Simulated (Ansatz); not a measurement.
# How fast states decay through NaYI4, part 3 of 4

Wanted: the relaxed cell of NaYI4, its band edges and its decay constants. It is built by putting I for F in the NaYF4 structure of space group P4/mmm, with the volume rescaled by atomic radii. The parent structure comes from the Materials Project.

Ansatz 0.2.0; PBEsol DFT, plane waves, PAW files (the session's first sound run).

So far, gap on the k-mesh (eV): step 3 (band edges) 1.04; step 4 (complex bands, plane (100), k-mesh 4×4×4) 1.04.

The structure was built from a prototype and need not be the compound's stable phase.

## (6) Complex bands, plane (001)

Level of this step: PBEsol DFT, plane waves, PAW files; complex bands by layer matching along the plane's normal (Ansatz).

The same for the (001) plane, at (0, 0), (-0.5, -0.5) and (0.5, 0), to see how the decay depends on direction.

input.yaml reads:

```yaml
crystal:
  lattice:
    - [5.323354662, 0.0, 0.0]
    - [0.0, 5.323354662, 0.0]
    - [0.0, 0.0, 7.774931808]
  atoms:
    - { symbol: Na, position: [0.0, 0.0, 0.0] }
    - { symbol: "Y", position: [0.5, 0.5, 0.5] }
    - { symbol: I, position: [0.5, 0.0, 0.73469474] }
    - { symbol: I, position: [0.0, 0.5, 0.26530526] }
    - { symbol: I, position: [0.5, 0.0, 0.26530526] }
    - { symbol: I, position: [0.0, 0.5, 0.73469474] }
kpoints:
  mp_grid: { grid: [4, 4, 4] }
scf:
  occupations: { method: fixed }
hamiltonian:
  xc: pbesol
output:
  eigenvalues: true
  transmission:
    leads: [[0, 0]]
    kpoints: [[0.0, 0.0], [-0.5, -0.5], [0.5, 0.0]]
    e_range: [-1.0, 2.04]
    de: 0.08
```

On the command line:

```sh
ansatz run input.yaml --threads 2 --pin off --max-ram 4096MiB --backend cpu --events-out ev --progress --plain --runs-dir out
```

Numbers of over 12 decimals in the logs are rounded to 6 here.

Output:

```text
[...]
Crystal: 6 atoms, lattice volume = 220.327 Å³
Basis set: ecut = 420 eV, 4281 PW (Γ)
Bands: 53, of which v1, the nominal top of the filled ones, is band 44 counted from 1 (43 counted from 0)
Symmetry: 16 space group operations
[...]
k-points: 18 of 64
[...]
SCF iter   1: F=—  HF=-35007.210702 eV  |F-HF|=—  |Δ(HF+E_count)|=         —  Δρ=2.29e-3  dr2=1.02e-2  ethr=1.77e-3  ⟨swp⟩=5.1  Hψ=3223  notcnv=0  defer=126
[...]
SCF iter   8: F=-35007.210570 eV  HF=-35007.210570 eV  |F-HF|=3.33e-8  |Δ(HF+E_count)|=   3.38e-7  Δρ=1.45e-6  dr2=5.58e-9  ethr=1.14e-10  ⟨swp⟩=13.9  Hψ=4312  notcnv=0
SCF 1 converged in 8 iterations: F = -35007.210570 eV  dr2 = 5.58e-9
[...]
transmission: 11 of 33 steps passed
transmission: 22 of 33 steps passed
transmission: 33 of 33 steps passed
SCF converged after 8 iterations
Free energy (F): -35007.210570 eV
[...]
Internal energy: -35007.210570 eV  (E = F + TS)
E sigma→0 (E₀):  -35007.210570 eV
Fermi energy:    6.123646 eV
[...]
--- Band table (eV; the first three rows and the last of 18) ---
  k-point 0: bands = [... 40 lower, 5.0730, 5.2447, 5.2447, 5.7079, 7.1601, 7.6018, 8.8569, 9.3883, ... 5 higher]
  k-point 1: bands = [... 40 lower, 5.0910, 5.2136, 5.2136, 5.2329, 7.2480, 7.6054, 9.4582, 9.4582, ... 5 higher]
  k-point 2: bands = [... 40 lower, 5.1158, 5.1158, 5.1759, 5.1759, 7.3188, 7.6091, 9.3195, 9.3195, ... 5 higher]
  k-point 17: bands = [... 40 lower, 4.5005, 5.5232, 5.8554, 5.9886, 7.6390, 7.9965, 8.5038, 8.5038, ... 5 higher]
--- Transmission ---
  basis      : 241 plane waves across, 11 finite elements along
  points     : 3, as listed
[...]
crystal 0  : I4Na1Y1, at the sites [0, 0], period 7.7749 Å: whole cells are its period
[...]
channels       : 0.000000e0 a spin
[...]
slowest decay  : 0.1956 /Å at (0.0000, 0.0000)
```

Run time: 81 s. Hardware: 2 threads of Arm Neoverse V2, shared host; peak memory 0.83 GiB.

This step gave:

| Quantity | Value |
| --- | --- |
| decay constant at the filling level, zone centre | 0.1956 Å⁻¹ |
| decay constant at the filling level, slowest listed point | 0.1956 Å⁻¹ |

K parallel (0, 0); values up to 1.5 1/Å, a degenerate pair printed once or twice; energies at which all values exceed this have no row. Im kz of the slowest decaying states against energy, zero at the highest filled level on the SCF mesh:

```
energy (eV)  decay 1 (Å⁻¹)  decay 2 (Å⁻¹)  decay 3 (Å⁻¹)  decay 4 (Å⁻¹)
      -1.00         0.0781          0.115          0.347          0.784
      -0.84          0.138          0.192          0.444          0.761
      -0.76          0.147          0.299          0.478          0.749
      -0.60          0.163          0.394          0.523          0.725
      -0.52          0.169          0.422          0.538          0.712
      -0.36         0.0619          0.179          0.463          0.561
      -0.28         0.0952          0.183          0.478          0.569
      -0.12          0.136          0.190          0.501          0.582
      -0.04          0.152          0.193          0.511          0.586
       0.12          0.176          0.196          0.526          0.592
       0.20          0.186          0.198          0.532          0.577
       0.36          0.198          0.203          0.540          0.541
       0.44          0.197          0.210          0.519          0.545
       0.60          0.193          0.222          0.474          0.551
       0.68          0.189          0.227          0.448          0.554
       0.84          0.170          0.236          0.389          0.557
       0.92          0.149          0.240          0.355          0.558
       1.08          0.246          0.286          0.560          0.575
       1.16          0.249          0.261          0.560          0.570
       1.32          0.216          0.233          0.253          0.559
       1.40          0.224          0.254          0.259          0.498
       1.56          0.210          0.255          0.305          0.474
       1.64          0.204          0.256          0.319          0.531
       1.80          0.191          0.255          0.336          0.514
       1.88          0.185          0.254          0.340          0.504
       2.04          0.170          0.251          0.344          0.482
```

K parallel (-0.5, -0.5); values up to 1.5 1/Å, a degenerate pair printed once or twice; energies at which all values exceed this have no row. Im kz of the slowest decaying states against energy, zero at the highest filled level on the SCF mesh:

```
energy (eV)  decay 1 (Å⁻¹)  decay 2 (Å⁻¹)  decay 3 (Å⁻¹)  decay 4 (Å⁻¹)
      -1.00          0.133          0.361          0.426          0.479
      -0.84          0.172          0.318          0.421          0.474
      -0.68          0.202          0.217          0.414          0.447
      -0.52          0.226          0.316          0.406          0.461
      -0.36          0.246          0.291          0.396          0.453
      -0.20         0.0924          0.263          0.370          0.384
      -0.12          0.271          0.378          0.395          0.438
      -0.04          0.278          0.371          0.416          0.432
       0.04          0.163          0.285          0.364          0.426
       0.20          0.298          0.336          0.348          0.412
       0.36          0.310          0.329          0.396          0.423
       0.52          0.308          0.321          0.377          0.481
       0.68          0.283          0.332          0.354          0.506
       0.84          0.253          0.326          0.342          0.513
       1.00          0.216          0.288          0.353          0.518
       1.16          0.165          0.230          0.365          0.519
       1.24          0.129          0.185          0.372          0.519
       1.40          0.388          0.518          0.633          0.798
       1.56          0.133          0.410          0.514          0.646
       1.72          0.263          0.444          0.508          0.658
       1.88         0.0272          0.338          0.499          0.501
       2.04          0.122          0.401          0.430          0.488
```

K parallel (0.5, 0); values up to 1.5 1/Å, a degenerate pair printed once or twice; energies at which all values exceed this have no row. Im kz of the slowest decaying states against energy, zero at the highest filled level on the SCF mesh:

```
energy (eV)  decay 1 (Å⁻¹)  decay 2 (Å⁻¹)  decay 3 (Å⁻¹)  decay 4 (Å⁻¹)
      -1.00          0.133          0.447          0.478          0.479
      -0.84         0.0478          0.169          0.463          0.485
      -0.76         0.0822          0.184          0.469          0.488
      -0.60          0.122          0.208          0.480          0.491
      -0.52          0.137          0.218          0.484          0.492
      -0.36          0.159          0.236          0.489          0.492
      -0.28          0.169          0.244          0.491          0.491
      -0.12          0.184          0.259          0.489          0.494
      -0.04          0.191          0.265          0.487          0.494
       0.12          0.202          0.276          0.482          0.493
       0.20          0.206          0.282          0.478          0.491
       0.36          0.214          0.291          0.470          0.487
       0.44          0.217          0.295          0.464          0.484
       0.60          0.222          0.303          0.451          0.477
       0.68          0.224          0.307          0.443          0.472
       0.84          0.226          0.313          0.422          0.461
       0.92          0.227          0.316          0.409          0.455
       1.08          0.227          0.322          0.374          0.439
       1.16          0.226          0.324          0.349          0.430
       1.32          0.223          0.268          0.329          0.408
       1.40          0.170          0.225          0.332          0.395
       1.56          0.190          0.219          0.337          0.362
       1.64          0.215          0.286          0.339          0.342
       1.80          0.207          0.284          0.344          0.381
       1.88          0.202          0.240          0.347          0.412
       2.04          0.190          0.353          0.458          0.464
```

At the listed wavevectors the last open channel is at -0.04 eV and the next at +1.08 eV on the grid. At +0.52 eV, the grid energy nearest the filling level (the middle of the gap on the SCF mesh), the slowest state at the listed wavevectors decays with κ = 0.196 Å⁻¹, its amplitude falling by e over 5.1 Å; the first such run, plane (100), gave 0.191 Å⁻¹.

## (7) Band edges at another level

This step: PBE DFT, plane waves, PAW files (Ansatz 0.2.0).

The edges again with PBE, at the same atoms.

input.yaml reads:

```yaml
crystal:
  lattice:
    - [5.3233546622, 0.0, 0.0]
    - [0.0, 5.3233546622, 0.0]
    - [0.0, 0.0, 7.7749318077]
  atoms:
    - { symbol: Na, position: [0.0, 0.0, 0.0] }
    - { symbol: "Y", position: [0.5, 0.5, 0.5] }
    - { symbol: I, position: [0.5, 0.0, 0.73469474] }
    - { symbol: I, position: [0.0, 0.5, 0.26530526] }
    - { symbol: I, position: [0.5, 0.0, 0.26530526] }
    - { symbol: I, position: [0.0, 0.5, 0.73469474] }
kpoints:
  mp_grid: { grid: [6, 6, 4] }
  band_path: { path: [VBM, CBM], npoints: 30 }
scf:
  occupations: { method: fixed }
hamiltonian:
  xc: pbe
output:
  eigenvalues: true
```

Output:

```text
[...]
Crystal: 6 atoms, lattice volume = 220.327 Å³
Basis set: ecut = 420 eV, 4281 PW (Γ)
Bands: 53, of which v1, the nominal top of the filled ones, is band 44 counted from 1 (43 counted from 0)
Symmetry: 16 space group operations
[...]
k-points: 30 of 144
[...]
SCF iter   1: F=—  HF=-35393.777907 eV  |F-HF|=—  |Δ(HF+E_count)|=         —  Δρ=1.37e-3  dr2=1.04e-2  ethr=1.77e-3  ⟨swp⟩=5.1  Hψ=5355  notcnv=0  defer=210
[...]
SCF iter   7: F=-35393.778555 eV  HF=-35393.778555 eV  |F-HF|=8.73e-11  |Δ(HF+E_count)|=   2.68e-7  Δρ=3.28e-6  dr2=2.02e-8  ethr=1.14e-10  ⟨swp⟩=13.8  Hψ=7093  notcnv=0
SCF 1 converged in 7 iterations: F = -35393.778555 eV  dr2 = 2.02e-8
[...]
SCF converged after 7 iterations
Free energy (F): -35393.778555 eV
[...]
Internal energy: -35393.778555 eV  (E = F + TS)
E sigma→0 (E₀):  -35393.778555 eV
Fermi energy:    6.225615 eV
[...]
--- Band table (eV; the first three rows and the last of 30) ---
  k-point 0: bands = [... 40 lower, 5.1836, 5.3533, 5.3533, 5.8111, 7.3440, 7.7660, 9.1000, 9.5045, ... 5 higher]
  k-point 1: bands = [... 40 lower, 5.2014, 5.3228, 5.3228, 5.3428, 7.4333, 7.7695, 9.5773, 9.5773, ... 5 higher]
  k-point 2: bands = [... 40 lower, 5.2261, 5.2261, 5.2856, 5.2856, 7.5045, 7.7731, 9.4412, 9.4412, ... 5 higher]
  k-point 29: bands = [... 40 lower, 4.6124, 5.6292, 5.9596, 6.0919, 7.8104, 8.1612, 8.6331, 8.6331, ... 5 higher]
```

It took 39 s on 2 threads; peak memory 0.59 GiB; 78 s of CPU time.

Numbers from this step:

* free energy: -35393.7786 eV
* Fermi energy: 6.226 eV
* gap on the k-mesh: 1.118 eV
* gap on path: 1.118 eV, by band count; negative where bands overlap
* direct gap on path: 1.428 eV

The electronic bands at the labelled points (eV, zero at the Fermi level (highest filled level under fixed occupations); v1 is the highest filled band, c1 the lowest empty one):

```csv
point,v4,v3,v2,v1,c1,c2,c3,c4
VBM,-1.20,-0.51,-0.38,0.00,1.43,1.43,2.62,2.62
halfway,-1.21,-0.95,-0.83,-0.46,1.63,1.76,2.65,2.86
CBM,-1.04,-0.87,-0.87,-0.41,1.12,1.54,2.87,3.28
```

The searched edges give 1.12 eV, as on the mesh.

Between step 3 and this run (PBE) the value for the gap on the k-mesh moves from 1.04 eV to 1.12 eV.

## (8) Complex bands at another level

This step: PBE DFT, plane waves, PAW files; complex bands by layer matching along the plane's normal (Ansatz 0.2.0).

The complex bands at that level, over its own gap, at (0, 0) and (-0.5, 0).

input.yaml reads:

```yaml
crystal:
  lattice:
    - [5.323354662, 0.0, 0.0]
    - [0.0, 7.774931808, 0.0]
    - [0.0, 0.0, 5.323354662]
  atoms:
    - { symbol: Na, position: [0.0, 0.0, 0.0] }
    - { symbol: "Y", position: [0.5, 0.5, 0.5] }
    - { symbol: I, position: [0.0, 0.73469474, 0.5] }
    - { symbol: I, position: [0.5, 0.26530526, 0.0] }
    - { symbol: I, position: [0.0, 0.26530526, 0.5] }
    - { symbol: I, position: [0.5, 0.73469474, 0.0] }
kpoints:
  mp_grid: { grid: [4, 4, 4] }
scf:
  occupations: { method: fixed }
hamiltonian:
  xc: pbe
output:
  eigenvalues: true
  transmission:
    leads: [[0, 0]]
    kpoints: [[0.0, 0.0], [-0.5, 0.0]]
    e_range: [-1.0, 2.12]
    de: 0.06
```

Output:

```text
[...]
Crystal: 6 atoms, lattice volume = 220.327 Å³
Basis set: ecut = 420 eV, 4281 PW (Γ)
Bands: 53, of which v1, the nominal top of the filled ones, is band 44 counted from 1 (43 counted from 0)
Symmetry: 16 space group operations
[...]
k-points: 18 of 64
[...]
SCF iter   1: F=—  HF=-35393.776187 eV  |F-HF|=—  |Δ(HF+E_count)|=         —  Δρ=1.37e-3  dr2=1.06e-2  ethr=1.77e-3  ⟨swp⟩=5.1  Hψ=3225  notcnv=0  defer=126
[...]
SCF iter   7: F=-35393.776819 eV  HF=-35393.776819 eV  |F-HF|=4.44e-10  |Δ(HF+E_count)|=   2.70e-7  Δρ=3.30e-6  dr2=2.03e-8  ethr=1.14e-10  ⟨swp⟩=14.1  Hψ=4485  notcnv=0
SCF 1 converged in 7 iterations: F = -35393.776819 eV  dr2 = 2.03e-8
[...]
transmission: 8 of 16 steps passed
transmission: 16 of 16 steps passed
SCF converged after 7 iterations
Free energy (F): -35393.776819 eV
[...]
Internal energy: -35393.776819 eV  (E = F + TS)
E sigma→0 (E₀):  -35393.776819 eV
Fermi energy:    6.226134 eV
[...]
--- Band table (eV; the first three rows and the last of 18) ---
  k-point 0: bands = [... 40 lower, 5.1840, 5.3537, 5.3537, 5.8115, 7.3435, 7.7655, 9.1000, 9.5039, ... 5 higher]
  k-point 1: bands = [... 40 lower, 4.8561, 4.8836, 5.0619, 5.6007, 7.6949, 8.1112, 9.0427, 9.1108, ... 5 higher]
  k-point 2: bands = [... 40 lower, 4.2014, 4.3234, 5.0000, 5.3526, 7.7211, 8.2978, 8.9931, 8.9935, ... 5 higher]
  k-point 17: bands = [... 40 lower, 4.6125, 5.6296, 5.9601, 6.0924, 7.8096, 8.1608, 8.6323, 8.6323, ... 5 higher]
--- Transmission ---
  basis      : 357 plane waves across, 8 finite elements along
  points     : 2, as listed
[...]
crystal 0  : Na1I4Y1, at the sites [0, 0], period 5.3234 Å: whole cells are its period
[...]
channels       : 0.000000e0 a spin
[...]
slowest decay  : 0.1976 /Å at (0.0000, 0.0000)
```

The job ended after 2.7 min (2 threads; peak memory 1.3 GiB).

This step gave:

```
free energy                                               : -35393.7768 eV
gap on the k-mesh                                         : 1.117 eV
level to which the leads are filled                       : 0.5587 eV from the Fermi level
decay constant at the filling level, zone centre          : 0.1976 Å⁻¹
decay constant at the filling level, slowest listed point : 0.1976 Å⁻¹
```

K parallel (0, 0); values up to 1.5 1/Å, a degenerate pair printed once or twice; energies at which all values exceed this have no row. Table of Im kz of the slowest decaying states by energy, zero at the highest filled level on the SCF mesh:

| energy (eV) | decay 1 (Å⁻¹) | decay 2 (Å⁻¹) | decay 3 (Å⁻¹) | decay 4 (Å⁻¹) |
| --- | --- | --- | --- | --- |
| -1.00 | 0.0542 | 0.0650 | 0.220 | 0.442 |
| -0.88 | 0.0455 | 0.103 | 0.124 | 0.464 |
| -0.76 | 0.129 | 0.133 | 0.139 | 0.159 |
| -0.64 | 0.154 | 0.181 | 0.185 | 0.187 |
| -0.52 | 0.170 | 0.204 | 0.212 | 0.219 |
| -0.40 | 0.0872 | 0.183 | 0.206 | 0.220 |
| -0.28 | 0.193 | 0.228 | 0.232 | 0.273 |
| -0.10 | 0.203 | 0.245 | 0.289 | 0.303 |
| 0.02 | 0.207 | 0.252 | 0.319 | 0.320 |
| 0.14 | 0.210 | 0.256 | 0.334 | 0.345 |
| 0.26 | 0.210 | 0.258 | 0.347 | 0.367 |
| 0.38 | 0.207 | 0.258 | 0.359 | 0.377 |
| 0.50 | 0.202 | 0.256 | 0.366 | 0.369 |
| 0.62 | 0.193 | 0.253 | 0.356 | 0.378 |
| 0.74 | 0.178 | 0.247 | 0.345 | 0.386 |
| 0.86 | 0.157 | 0.238 | 0.334 | 0.393 |
| 0.98 | 0.122 | 0.226 | 0.324 | 0.373 |
| 1.10 | 0.0465 | 0.210 | 0.314 | 0.338 |
| 1.22 | 0.188 | 0.297 | 0.304 | 0.409 |
| 1.40 | 0.135 | 0.203 | 0.290 | 0.404 |
| 1.52 | 0.0259 | 0.0534 | 0.280 | 0.397 |
| 1.64 | 0.158 | 0.271 | 0.388 | 0.421 |
| 1.76 | 0.192 | 0.261 | 0.378 | 0.423 |
| 1.88 | 0.21 | 0.250 | 0.366 | 0.425 |
| 2.00 | 0.219 | 0.238 | 0.353 | 0.426 |
| 2.12 | 0.165 | 0.222 | 0.225 | 0.338 |

K parallel (0, 0). Re kz of states that move upwards against energy, zero at the highest filled level on the SCF mesh:

| energy (eV) | channel 1 (Å⁻¹) | channel 2 (Å⁻¹) |
| --- | --- | --- |
| -1.00 | -0.166 | -0.143 |
| -0.88 | -0.0380 | -0.0340 |
| -0.70 | -0.351 | - |
| -0.58 | -0.260 | - |
| -0.40 | - | - |
| -0.28 | - | - |
| -0.10 | - | - |
| 0.02 | - | - |
| 0.20 | - | - |
| 0.32 | - | - |
| 0.50 | - | - |
| 0.62 | - | - |
| 0.80 | - | - |
| 0.92 | - | - |
| 1.10 | - | - |
| 1.22 | 0.122 | - |
| 1.40 | 0.238 | - |
| 1.52 | - | - |
| 1.70 | 0.172 | - |
| 1.82 | 0.249 | - |
| 2.00 | 0.402 | - |
| 2.12 | - | - |

K parallel (-0.5, 0); values up to 1.5 1/Å, a degenerate pair printed once or twice; energies at which all values exceed this have no row. The Im kz of the slowest decaying states by energy, zero at the highest filled level on the SCF mesh:

| energy (eV) | decay 1 (Å⁻¹) | decay 2 (Å⁻¹) | decay 3 (Å⁻¹) | decay 4 (Å⁻¹) |
| --- | --- | --- | --- | --- |
| -1.000 | 0.123 | 0.374 | 0.584 | 0.616 |
| -0.820 | 0.196 | 0.398 | 0.570 | 0.716 |
| -0.580 | 0.383 | 0.427 | 0.549 | 0.780 |
| -0.400 | 0.0985 | 0.447 | 0.449 | 0.530 |
| -0.220 | 0.131 | 0.151 | 0.465 | 0.496 |
| 0.020 | 0.0475 | 0.193 | 0.203 | 0.473 |
| 0.200 | 0.147 | 0.214 | 0.245 | 0.420 |
| 0.380 | 0.198 | 0.229 | 0.286 | 0.381 |
| 0.620 | 0.244 | 0.245 | 0.336 | 0.338 |
| 0.800 | 0.251 | 0.271 | 0.304 | 0.325 |
| 0.980 | 0.255 | 0.264 | 0.291 | 0.308 |
| 1.220 | 0.192 | 0.256 | 0.261 | 0.270 |
| 1.400 | 0.0760 | 0.0939 | 0.164 | 0.253 |
| 1.580 | 0.247 | 0.326 | 0.340 | 0.705 |
| 1.820 | 0.160 | 0.233 | 0.325 | 0.364 |
| 2.000 | 0.189 | 0.216 | 0.316 | 0.378 |

K parallel (-0.5, 0). Table of Re kz of states that move upwards by energy, zero at the highest filled level on the SCF mesh:

| energy (eV) | channel 1 (Å⁻¹) | channel 2 (Å⁻¹) | channel 3 (Å⁻¹) | channel 4 (Å⁻¹) |
| --- | --- | --- | --- | --- |
| -1.00 | 0.211 | 0.323 | - | - |
| -0.82 | 0.255 | 0.369 | 0.392 | - |
| -0.70 | 0.284 | 0.403 | 0.449 | - |
| -0.52 | 0.332 | 0.469 | 0.565 | - |
| -0.40 | 0.367 | 0.549 | - | - |
| -0.22 | 0.428 | - | - | - |
| -0.04 | 0.522 | - | - | - |
| 0.02 | - | - | - | - |
| 0.08 | - | - | - | - |
| 0.26 | - | - | - | - |
| 0.38 | - | - | - | - |
| 0.56 | - | - | - | - |
| 0.74 | - | - | - | - |
| 0.86 | - | - | - | - |
| 1.04 | - | - | - | - |
| 1.16 | - | - | - | - |
| 1.34 | - | - | - | - |
| 1.52 | -0.437 | -0.420 | 0.0924 | - |
| 1.64 | -0.331 | - | - | - |
| 1.82 | -0.225 | - | - | - |
| 1.94 | -0.153 | - | - | - |
| 2.12 | - | - | - | - |

At the listed wavevectors the last open channel is at -0.04 eV and the next at +1.16 eV on the grid. At +0.56 eV, the grid energy nearest the filling level (the middle of the gap on the SCF mesh), the slowest state at the listed wavevectors decays with κ = 0.198 Å⁻¹, its amplitude falling by e over 5.1 Å; the first such run, plane (100), gave 0.191 Å⁻¹.

(Part 3 of 4 ends here.)

[Logs are printed without paths, hosts, clocks, repeated set-up lines and the standing remarks that a program may print on its own settings, such as how far it seeks lower states.]

[Hosts, paths, dates, database ids (printed as entryN), source tags and the programs' standing remarks are cut or masked in the printed files.]
